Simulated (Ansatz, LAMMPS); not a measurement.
# Site preference of a vacancy of O in amorphous 37Ga2O3-63Al2O3 (mol %) (135 atoms), part 2 of 3

At which site of amorphous 37Ga2O3-63Al2O3 (mol %) (135 atoms) does a vacancy of O cost least, and what about the site decides it?

Ansatz 0.2.0; Kohn-Sham DFT, PBE, PAW (set soft_2), plane waves.

The cell: 20 Ga, 34 Al and 81 O. The quench rate of 50 K/ps far exceeds what a furnace or splat quench reaches. The starting topology of bonds comes from the classical model. The Brillouin zone is sampled at Γ only, in a cell whose shortest periodic width is 11 Å.

So far. Step 2 (Single point at the start): The r.m.s. force at the start is 0.56 eV/Å. Step 3 (Relaxation): The relaxation converged after 16 steps, 5.55 eV below its start, with a largest force component of 0.027 eV/Å.

## Step 4: Single point at the relaxed geometry

One more single point at the end of the walk gives the fuller output and checks the residual forces.

input.yaml reads:

```yaml
crystal:
  lattice:
    - [11.17634, 0.0, 0.0]
    - [0.0, 11.17634, 0.0]
    - [0.0, 0.0, 11.17634]
  atoms:
    - { symbol: Ga, position: [0.07815, 0.08735, 0.88744] }
    - { symbol: Ga, position: [0.54254, 0.04819, 0.02406] }
    - { symbol: Ga, position: [0.31007, 0.80093, 0.18078] }
    - { symbol: Ga, position: [0.86633, 0.21134, 0.82479] }
    - { symbol: Ga, position: [0.63993, 0.60438, 0.50971] }
    - { symbol: Ga, position: [0.61983, 0.18083, 0.64817] }
    [... 123 atom lines left out ...]
    - { symbol: O, position: [0.56859, 0.08013, 0.85483] }
    - { symbol: O, position: [0.3204, 0.51025, 0.28693] }
    - { symbol: O, position: [0.29079, 0.74326, 0.79792] }
    - { symbol: O, position: [0.51328, 0.39824, 0.32708] }
    - { symbol: O, position: [0.72424, 0.30151, 0.33118] }
    - { symbol: O, position: [0.74507, 0.41464, 0.13808] }
kpoints:
  mp_grid: { grid: [1, 1, 1] }
hamiltonian:
  xc: pbe
scf:
  occupations: { method: fixed }
output:
  forces: true
  stress: true
  populations: intrinsic
  dos:
    method: { smearing: { sigma: 0.1 } }
    de: 0.1
    projected: { site_lists: { Al: [Al], Ga: [Ga], O: [O] } }
  eigenvalues: true
  write_density: true
  write_potential: true
  volumetric_format: npy
  elf: true
```

Launch:

```sh
ansatz run input.yaml --threads 4 --pin off --max-ram 15872MiB --backend cpu --events-out ev --progress --plain --runs-dir out
```

Numbers of over 12 decimals in the logs are rounded to 6 here.

The log of the run:

```text
[...]
Crystal: 135 atoms, lattice volume = 1396.043 Å³
Basis set: ecut = 420 eV, 27201 PW (Γ), exchange–correlation on 150×150×150 points (8 copies of the dense FFT grid, shifted against one another)
Bands: 559, of which v1, the nominal top of the filled ones, is band 424 counted from 1 (423 counted from 0)
Symmetry: 1 space group operations
[...]
k-points: 1
[...]
SCF iter   1: F=—  HF=-140017.831607 eV  |F-HF|=—  |Δ(HF+E_count)|=         —  Δρ=2.78e-3  dr2=1.53e-1  ethr=1.77e-3  ⟨swp⟩=5.0  Hψ=1993  notcnv=0  defer=133
[...]
SCF iter  10: F=-140017.811873 eV  HF=-140017.811873 eV  |F-HF|=9.31e-10  |Δ(HF+E_count)|=   1.89e-8  Δρ=1.86e-6  dr2=4.61e-8  ethr=1.18e-11  ⟨swp⟩=22.0  Hψ=4907  notcnv=0
SCF 1 converged in 10 iterations: F = -140017.811873 eV  dr2 = 4.61e-8
[...]
SCF converged after 10 iterations
Free energy (F): -140017.811873 eV
[...]
Internal energy: -140017.811873 eV  (E = F + TS)
E sigma→0 (E₀):  -140017.811873 eV
Fermi energy:    7.177778 eV
[...]
--- Forces (eV/Å), atoms counted from 1 ---
  atom   1  Ga    -0.00052816     0.00360892     0.00869507
  atom   2  Ga    -0.00764278    -0.00098650    -0.00159408
  atom   3  Ga    -0.00901467    -0.01066734     0.01630680
  atom   4  Ga    -0.00037316     0.00414231     0.00898095
  atom   5  Ga     0.00254034    -0.00856586    -0.01887574
  atom   6  Ga    -0.01322934     0.00289189    -0.01309064
  atom   7  Ga     0.00979635     0.00172662     0.00106170
  atom   8  Ga     0.00008900    -0.00386356    -0.00113143
  atom   9  Ga     0.01593116    -0.01043960     0.01752972
  atom  10  Ga    -0.02728642    -0.00330331     0.00743336
  atom  11  Ga     0.01724952     0.00874136     0.00768259
  atom  12  Ga    -0.02271647     0.01159253     0.00604597
  atom  13  Ga     0.00797052     0.00740058    -0.00107373
  atom  14  Ga     0.00738150     0.00683244    -0.00403789
[...]
atom 134  O     -0.00207218     0.00315285     0.00379212
  atom 135  O     -0.00522121     0.00198053     0.00658722
  max |Σ_I F_I| component: 2.29e-4 eV/Å
--- Stress (GPa, compression-positive) ---
       10.442820      -0.844619      -1.543628
       -0.844619       7.253272      -1.401177
       -1.543626      -1.401180       6.743065
  P = ⅓ Tr σ = 8.1464 GPa (81.464 kbar)
--- Band table (eV) ---
[...]
--- intrinsic populations: 135 sites ---
  site symbol       q [e]
     0     Ga     11.9627
     1     Ga     11.9655
     2     Ga     11.9415
[...]
134      O      6.9271
  spilling = -0.000000 (of n_electrons = 848.000000)
```

Elapsed: 31 s, on 4 threads of Intel Xeon Platinum 8259CL at 2.50GHz (Skylake/Cascade Lake), shared host; peak memory 2.3 GiB.

Read from the output:

```
free energy                                      : -140017.8119 eV
free energy per atom                             : -1037.1690 eV/atom
SCF cycles                                       : 10
pressure                                         : 8.146 GPa
r.m.s. force component                           : 0.00728 eV/Å
longest force                                    : 0.03501 eV/Å
Fermi energy                                     : 7.178 eV
gap (highest filled to lowest empty level) : 2.463 eV
```

Intrinsic-atomic-orbital charges by element and coordination:

```tsv
element	coordination	atoms	mean charge (e)	spread	least	most
Al	all	34	1.33	0.0267	1.28	1.39
Al	4	13	1.35	0.0236	1.30	1.39
Al	5	19	1.32	0.0153	1.30	1.35
Al	6	2	1.28	2.0e-4	1.28	1.28
Ga	all	20	1.03	0.0143	1.00	1.06
Ga	4	2	1.05	0.0069	1.04	1.06
Ga	5	12	1.03	0.0132	1.00	1.05
Ga	6	6	1.03	0.0131	1.00	1.04
O	all	81	-0.814	0.0691	-0.943	-0.636
O	2	1	-0.943	0	-0.943	-0.943
O	3	59	-0.830	0.0616	-0.927	-0.661
O	4	21	-0.764	0.0613	-0.862	-0.636
```

States in the cell by windows of 1 eV, zero at the Fermi level; the larger projections on atomic orbitals stand beside the total:

```tsv
from (eV)	to (eV)	total	O p	Al p	O s	Ga d
-18	-17	82.5	0.4	8.4	63.4	3.7
-17	-16	17.5	0.1	1.6	14.3	0.6
-16	-15	0.1	0.0	0.0	0.0	0.0
-15	-14	1.6	0.0	0.0	0.0	1.6
-14	-13	154.6	2.5	0.4	2.3	148.7
-13	-12	43.8	0.8	0.2	2.0	40.4
-12	-8	0.0	0.0	0.0	0.0	0.0
-8	-7	12.7	8.1	0.4	0.3	0.1
-7	-6	45.7	31.8	2.0	1.3	0.4
-6	-5	52.0	38.5	4.1	1.6	0.4
-5	-4	68.5	53.6	5.5	1.9	0.5
-4	-3	76.7	64.4	4.8	1.5	0.5
-3	-2	89.6	80.6	3.3	1.1	0.6
-2	-1	93.8	88.4	1.5	0.7	0.7
-1	0	45.5	43.7	0.5	0.3	0.2
0	1	1.5	1.5	0.0	0.0	0.0
1	2	0.0	0.0	0.0	0.0	0.0
2	3	2.0	0.2	0.0	0.6	0.0
3	4	0.5	0.1	0.0	0.1	0.0
4	5	13.4	3.5	1.2	2.1	0.0
```

With fixed occupations the program's Fermi level is the highest filled level; weight inside the gap is the broadening of levels at its edges.

Between -20 and -18 eV lie 62 more states.

The levels nearest the highest filled one (over half full), pooled over k-points and spins:

```tsv
level less the highest filled one (eV)	occupation
-0.468	2
-0.435	2
-0.381	2
-0.243	2
-0.194	2
0	2
2.46	0
4.01	0
4.28	0
4.42	0
4.53	0
4.61	0
```

ELF in the ab plane at fractional z = 0.038, with atoms of Ga and Al and O within 0.2 Å of it. It is the smooth field of the valence electrons, not physical close to the nuclei.

Values, 13 rows by 16 columns, each cell a mean:
```
0.09 0.10 0.07 0.05 0.02 0.09 0.54 0.63 0.27 0.21 0.76 0.70 0.65 0.16 0.53 0.39
0.27 0.11 0.11 0.28 0.36 0.15 0.62 0.76 0.39 0.10 0.37 0.48 0.19 0.34 0.80 0.77
0.17 0.04 0.40 0.76 0.68 0.43 0.13 0.23 0.09 0.14 0.34 0.36 0.15 0.19 0.43 0.48
0.15 0.20 0.21 0.66 0.67 0.29 0.05 0.14 0.09 0.24 0.74 0.74 0.31 0.10 0.15 0.07
0.07 0.09 0.04 0.18 0.38 0.35 0.09 0.10 0.11 0.16 0.66 0.65 0.24 0.47 0.48 0.15
0.10 0.11 0.06 0.48 0.68 0.72 0.41 0.18 0.46 0.29 0.07 0.07 0.56 0.69 0.71 0.35
0.46 0.70 0.43 0.29 0.71 0.70 0.27 0.29 0.69 0.37 0.06 0.07 0.21 0.48 0.49 0.15
0.70 0.76 0.60 0.11 0.11 0.10 0.06 0.10 0.17 0.08 0.07 0.24 0.19 0.05 0.03 0.12
0.34 0.45 0.17 0.07 0.10 0.10 0.03 0.03 0.09 0.24 0.21 0.09 0.10 0.23 0.10 0.04
0.01 0.05 0.15 0.08 0.03 0.10 0.15 0.05 0.49 0.70 0.75 0.27 0.03 0.14 0.05 0.01
0.05 0.52 0.76 0.68 0.14 0.50 0.61 0.18 0.39 0.69 0.73 0.32 0.21 0.20 0.05 0.04
0.08 0.62 0.64 0.76 0.27 0.29 0.48 0.20 0.12 0.21 0.21 0.09 0.13 0.13 0.29 0.27
0.03 0.17 0.40 0.35 0.08 0.03 0.08 0.14 0.06 0.11 0.50 0.68 0.45 0.02 0.17 0.19
```
Columns run along a (11.2 Å), rows up along b (11.2 Å). Atoms in or near the plane, at fractional coordinates: Ga at (0.54, 0.05), Ga at (0.53, 0.76), Al at (0.27, 0.23), Al at (0.85, 0.01), O at (0.69, 0.96), O at (0.25, 0.78), O at (0.86, 0.57), O at (0.61, 0.22), O at (0.16, 0.12), O at (0.30, 0.55).

Electrostatic potential energy in the ab plane at fractional z = 0.038, with atoms of Ga and Al and O within 0.2 Å of it. With pseudopotentials it is smooth inside the atoms' cores, unlike the true potential.

Ten even steps from '0' (-30 eV) to '9' (13 eV), each cell a mean:
```
9999999999999987657710046555689
8877899999999657889951278767789
7555689999998537889998999987337
6455578778999876567899999887458
7544574004999853334799987667888
8766783003999743334665675334788
9988998658999863335600164334689
9999999999999986667721376546889
9999998899999988888876788867899
8999999841488778898655568400488
8999999600056556787556557300388
8999999831365555788556558755888
9734898888986556888865679999999
9400699999998888999988899999999
9745899999999999999998888999999
9999999888899999999987556799999
9999987655789999999885565589999
9999985566578999962255565589999
9999985676478999930027555789999
9999545555689999962269888899999
9995001777899988777899999999999
9996103899999974334799998767899
9999878999999863333589986555689
9999999999999974334663475676578
```
Columns run along a (11.2 Å; values clipped at the 3rd and 97th percentile), rows up along b (11.2 Å). Atoms in or near the plane, at fractional coordinates: Ga at (0.54, 0.05), Ga at (0.53, 0.76), Al at (0.27, 0.23), Al at (0.85, 0.01), O at (0.69, 0.96), O at (0.25, 0.78), O at (0.86, 0.57), O at (0.61, 0.22), O at (0.16, 0.12), O at (0.30, 0.55).

Filled and empty levels are parted by 2.46 eV (at Γ alone); a semilocal functional tends to put such gaps too low. In a disordered cell it changes from sample to sample, and tail or defect levels can set it. Mean intrinsic-atomic-orbital charges: Al +1.33, Ga +1.03, O -0.81 e.

## Step 5: Vacancy of O, site O55

The site has 2 bonded neighbours (Al2) at 1.68 Å on average, by cutoffs that count no bonds between two metal atoms or like ions. The change is made in the relaxed cell and the atoms are relaxed again, with spin allowed.

input.yaml reads:

```yaml
crystal:
  lattice:
    - [11.17634, 0.0, 0.0]
    - [0.0, 11.17634, 0.0]
    - [0.0, 0.0, 11.17634]
  atoms:
    [... atom lines 1 to 51 left out ...]
    - { symbol: Al, position: [0.8476, 0.0129, 0.05545] }
    - { symbol: Al, position: [0.05113, 0.08368, 0.40312], spin: 0.6 }
    - { symbol: Al, position: [0.74884, 0.28073, 0.06199] }
    - { symbol: O, position: [0.06704, 0.66603, 0.42791] }
    - { symbol: O, position: [0.48782, 0.62929, 0.42199] }
    - { symbol: O, position: [0.69395, 0.96429, 0.05261] }
    - { symbol: O, position: [0.91271, 0.08871, 0.93529] }
    [... atom lines 59 to 134 left out ...]
magnetization:
  spin_polarized: true
kpoints:
  mp_grid: { grid: [1, 1, 1] }
hamiltonian:
  xc: pbe
scf:
  occupations: { method: fermi_dirac, width: 0.025 }
  lower_state_search: "off"
output:
  forces: true
  eigenvalues: true
relax:
  f_tol: 0.05
  max_steps: 90
```

The log of the run:

```text
[...]
Crystal: 134 atoms, lattice volume = 1396.043 Å³
Basis set: ecut = 420 eV, 27201 PW (Γ), exchange–correlation on 150×150×150 points (8 copies of the dense FFT grid, shifted against one another)
Bands: 556, of which v1, the nominal top of the filled ones, is band 421 counted from 1 (420 counted from 0)
Symmetry: 1 space group operations
[...]
k-points: 1
[...]
Starting moments: Σ|m| = 1.2 μB on 2 of 134 sites
[...]
SCF iter   1: F=—  HF=-139507.987043 eV  |F-HF|=—  |Δ(HF+E_count)|=         —  Δρ=6.11e-2 (↑6.11e-2 ↓6.11e-2)  dr2=1.95e2  dr2_m=4.31e-2  M=0.000 μB ∫|m|=0.296 μB  β_m=0.30  ethr=3.10e-3  ⟨swp⟩=6.0  Hψ=4077  notcnv=0  defer=168
[...]
spin=Collinear: Resta preconditioning applied to the charge; magnetization (m = ρ↑ − ρ↓) channel mixes plain (no charge-response kernel on spin).
SCF iter   2: F=—  HF=-139466.819264 eV  |F-HF|=—  |Δ(HF+E_count)|=    4.12e1  Δρ=3.50e-2 (↑3.49e-2 ↓3.50e-2)  dr2=5.72e1  dr2_m=2.16e-2  M=0.000 μB ∫|m|=0.238 μB  β_m=0.30  ethr=3.10e-3  ⟨swp⟩=2.0  Hψ=2099  notcnv=0  defer=261
[...]
SCF iter   6: F=—  HF=-139447.637855 eV  |F-HF|=—  |Δ(HF+E_count)|=   1.31e-1  Δρ=1.04e-3 (↑1.02e-3 ↓1.04e-3)  dr2=3.43e-2  dr2_m=1.73e-3  M=0.000 μB ∫|m|=0.081 μB  β_m=0.30  ethr=2.48e-5  ⟨swp⟩=3.0  Hψ=1322  notcnv=0  defer=260
[...]
spin-set hold released at iteration 6 (site moments contracting): the magnetisation degrees of freedom join the quasi-Newton model from the next iteration; the mixer history was flushed
SCF iter   7: F=—  HF=-139447.642763 eV  |F-HF|=—  |Δ(HF+E_count)|=   4.91e-3  Δρ=7.51e-4 (↑7.38e-4 ↓7.51e-4)  dr2=1.96e-2  dr2_m=9.84e-4  M=0.000 μB ∫|m|=0.062 μB  β_m=0.65  ethr=4.08e-6  ⟨swp⟩=2.0  Hψ=1114  notcnv=0  defer=260
SCF iter   8: F=—  HF=-139447.658838 eV  |F-HF|=—  |Δ(HF+E_count)|=   1.61e-2  Δρ=2.35e-4 (↑2.20e-4 ↓2.35e-4)  dr2=3.19e-3  dr2_m=3.53e-5  M=0.000 μB ∫|m|=0.012 μB  β_m=0.60  ethr=2.33e-6  ⟨swp⟩=3.0  Hψ=1356  notcnv=0  defer=260
[...]
SCF iter  11: F=-139447.660803 eV  HF=-139447.660782 eV  |F-HF|=2.04e-5  |Δ(HF+E_count)|=   8.93e-7  Δρ=1.73e-5 (↑1.73e-5 ↓1.53e-5)  dr2=1.03e-5  dr2_m=5.63e-7  M=-0.000 μB ∫|m|=0.001 μB  β_m=0.79  ethr=7.42e-9  ⟨swp⟩=15.0  Hψ=7140  notcnv=0
SCF iter  12: F=-139447.660806 eV  HF=-139447.660801 eV  |F-HF|=5.23e-6  |Δ(HF+E_count)|=   1.85e-5  Δρ=7.20e-6 (↑6.65e-6 ↓7.20e-6)  dr2=2.86e-6  dr2_m=1.44e-7  M=-0.000 μB ∫|m|=0.001 μB  ethr=1.23e-9  ⟨swp⟩=4.0  Hψ=3660  notcnv=0
WARN: the starting moments were not kept: the SCF closed with an absolute magnetisation of 6.9e-4 μB, where they sum to 1.2 μB in size (2 sites). That is at most 0.1 of that sum. Measured as dr2_m measures the in/out step, that magnetisation stands 2.2e-8 eV from none, [...]
SCF 1 converged in 12 iterations: F = -139447.660806 eV  dr2 = 2.86e-6
[...]
relax step   1: F+E_penalty+E_count = -139447.66080590 eV  Δ(F+E_penalty+E_count) = +0.000e0 eV  max|allowed force component| = 2.008e0 eV/Å  Δτ_max = 0.0000 Å  (12 SCF iters, dr2 threshold 6.25e-5 eV, accepted)
[... from here on, the SCF cycles and remarks between the steps are left out ...]
relax step   2: F+E_penalty+E_count = -139448.25619694 eV  Δ(F+E_penalty+E_count) = -5.954e-1 eV  max|allowed force component| = 5.261e-1 eV/Å  Δτ_max = 0.1958 Å  (6 SCF iters, dr2 threshold 1.00e-4 eV, accepted)
relax step   3: F+E_penalty+E_count = -139448.33391830 eV  Δ(F+E_penalty+E_count) = -7.772e-2 eV  max|allowed force component| = 2.610e-1 eV/Å  Δτ_max = 0.0627 Å  (6 SCF iters, dr2 threshold 1.73e-5 eV, accepted)
relax step   4: F+E_penalty+E_count = -139448.16153776 eV  Δ(F+E_penalty+E_count) = +1.724e-1 eV  max|allowed force component| = 8.382e-1 eV/Å  Δτ_max = 0.1176 Å  (9 SCF iters, dr2 threshold 4.68e-6 eV, rejected (line search))
relax step   5: F+E_penalty+E_count = -139448.37156425 eV  Δ(F+E_penalty+E_count) = -3.765e-2 eV  max|allowed force component| = 9.728e-2 eV/Å  Δτ_max = 0.0331 Å  (10 SCF iters, accepted)
relax step   6: F+E_penalty+E_count = -139448.30390366 eV  Δ(F+E_penalty+E_count) = +6.766e-2 eV  max|allowed force component| = 3.224e-1 eV/Å  Δτ_max = 0.1000 Å  (11 SCF iters, rejected (line search))
relax step   7: F+E_penalty+E_count = -139448.37536857 eV  Δ(F+E_penalty+E_count) = -3.804e-3 eV  max|allowed force component| = 1.502e-1 eV/Å  Δτ_max = 0.0286 Å  (10 SCF iters, accepted)
relax step   8: F+E_penalty+E_count = -139448.37916596 eV  Δ(F+E_penalty+E_count) = -3.797e-3 eV  max|allowed force component| = 5.945e-2 eV/Å  Δτ_max = 0.0500 Å  (6 SCF iters, dr2 threshold 3.13e-6 eV, accepted)
relax step   9: F+E_penalty+E_count = -139448.37993729 eV  Δ(F+E_penalty+E_count) = -7.713e-4 eV  max|allowed force component| = 5.504e-2 eV/Å  Δτ_max = 0.0185 Å  (9 SCF iters, accepted)
relax step  10: F+E_penalty+E_count = -139448.37893276 eV  Δ(F+E_penalty+E_count) = +1.005e-3 eV  max|allowed force component| = 1.442e-1 eV/Å  Δτ_max = 0.0319 Å  (9 SCF iters, rejected (line search))
relax step  11: F+E_penalty+E_count = -139448.38219184 eV  Δ(F+E_penalty+E_count) = -2.255e-3 eV  max|allowed force component| = 2.192e-2 eV/Å  Δτ_max = 0.0158 Å  (8 SCF iters, accepted)
SCF converged after 8 iterations
Magnetization: 0.0000 μB (421.0000 up, 421.0000 down)
Absolute magnetization: 0.0000 μB (∫|ρ↑−ρ↓|, with the PAW one-centre terms)
[...]
Per-site moments (μB) at R_I (Å): [(2.2282355234015686e-9, 0.781495), (-2.7897820829414915e-11, 0.777506), (2.638462810251e-9, 0.776131), (-1.2260928824573021e-10, 0.752232), (-3.908891221777071e-11, 0.806341), [...]
Free energy (F): -139448.382192 eV
[...]
Internal energy: -139448.382192 eV  (E = F + TS)
E sigma→0 (E₀):  -139448.382192 eV
Fermi energy:    8.812696 eV
[...]
Σ components = -139448.382192   (vs F -139448.382192, Δ=0.00e0)
--- Forces (eV/Å), atoms counted from 1 ---
  atom   1  Ga     0.00447923     0.00471540    -0.00077092
  atom   2  Ga     0.00392587     0.01805244    -0.01590799
  atom   3  Ga     0.00035944     0.00005530     0.01056984
  atom   4  Ga     0.00142848     0.00198250    -0.00062502
[...]
atom 134  O     -0.00000359     0.00222395    -0.00356048
  max |Σ_I F_I| component: 1.21e-4 eV/Å
--- Band table (eV) ---
[...]
--- Relaxed structure (11 steps of the walk, 8 accepted, 0 SCFs on fresh bases) ---
  F+E_penalty+E_count = -139448.38219184 eV   max|allowed force component| = 2.192e-2 eV/Å
  atoms:
    - { symbol: Ga, position: [0.075886, 0.087839, 0.885264] }
    - { symbol: Ga, position: [0.540356, 0.048929, 0.026439] }
    - { symbol: Ga, position: [0.307890, 0.805129, 0.181923] }
    - { symbol: Ga, position: [0.864086, 0.211080, 0.824751] }
[...]
- { symbol: O, position: [0.743802, 0.416273, 0.137695] }
```

The job ended after 7.5 min (4 threads; peak memory 3.9 GiB; 29 min of CPU time).

The program notes that starting moments were not kept.

The relaxation converged after 11 steps, 0.721 eV below its start, with a largest force component of 0.022 eV/Å.

The surroundings of the place of the removed atom, after relaxation: 10 atoms, nearest first, with positions taken from that point. Atoms keep their numbers of the cell before the removal, where the removed atom was number 55.

```tsv
atom	x	y	z	distance (Å)	bonds
Al47	0.38	-1.01	-1.01	1.48	3
Al53	-0.75	-0.52	1.18	1.49	3
O98	0.27	-0.01	-2.48	2.49	3
O97	-2.27	0.41	1.22	2.60	3
O100	2.00	-1.77	-0.73	2.77	3
O80	-0.15	0.04	2.79	2.79	3
O125	2.68	0.48	0.77	2.83	3
O81	-1.22	-2.34	1.22	2.91	3
O61	-0.37	-2.67	-1.41	3.04	3
O60	1.85	2.19	-1.31	3.15	3
```

The column of bonds counts only the pairs O-Al within 2.27 Å, O-Ga within 2.43 Å; other neighbours, such as metal atoms beside each other in a compound, aren't counted, and periodic images can show an atom twice.

The largest move is 0.23 Å, by Al47.

## Step 6: Vacancy of O, site O106

The site has 4 bonded neighbours (Ga4) at 2.10 Å on average. 

Input and log are left out; they have the form of those shown for this kind of step.

Run time: 11 min. Hardware: 4 threads of Intel Xeon Platinum 8259CL at 2.50GHz (Skylake/Cascade Lake), shared host; peak memory 4 GiB.

The relaxation converged after 16 steps, 1.35 eV below its start, with a largest force component of 0.020 eV/Å.

The surroundings of the place of the removed atom, after relaxation: 10 atoms, nearest first, with positions taken from that point. Atoms keep their numbers of the cell before the removal, where the removed atom was number 106.

```tsv
atom	x	y	z	distance (Å)	bonds
Ga17	-0.35	-0.92	-1.46	1.76	4
Ga13	-1.01	-1.49	0.79	1.96	6
O116	2.05	1.03	0.05	2.30	4
Ga12	0.71	2.14	0.73	2.37	5
O74	0.64	-1.21	1.94	2.38	4
O104	1.59	-0.90	-1.61	2.44	3
Ga16	2.33	-0.72	0.81	2.57	5
O90	-1.69	0.53	-1.88	2.58	4
O93	-2.18	-0.08	1.38	2.59	3
O132	-1.22	2.37	1.11	2.89	4
```

The column of bonds counts only the pairs O-Al within 2.23 Å, O-Ga within 2.43 Å, Ga-Ga within 2.49 Å; other neighbours, such as metal atoms beside each other in a compound, aren't counted, and periodic images can show an atom twice.

The largest move is 0.69 Å, by Ga17.

## Step 7: Vacancy of O, site O96

The site has 3 bonded neighbours (Ga3) at 1.84 Å on average. 

Input and log are left out; they have the form of those shown for this kind of step.

The job ended after 28 min (4 threads of Intel Xeon Platinum 8259CL at 2.50GHz (Skylake/Cascade Lake), shared host; peak memory 4 GiB; 1.8 h of CPU time).

The relaxation converged after 44 steps, 4.43 eV below its start, with a largest force component of 0.026 eV/Å.

[end of part 2 of 3]

[Logs are printed without paths, hosts, clocks, repeated set-up lines and the standing remarks that a program may print on its own settings, such as how far it seeks lower states.]

[Hosts, paths, dates, database ids (printed as entryN), source tags and the programs' standing remarks are cut or masked in the printed files.]
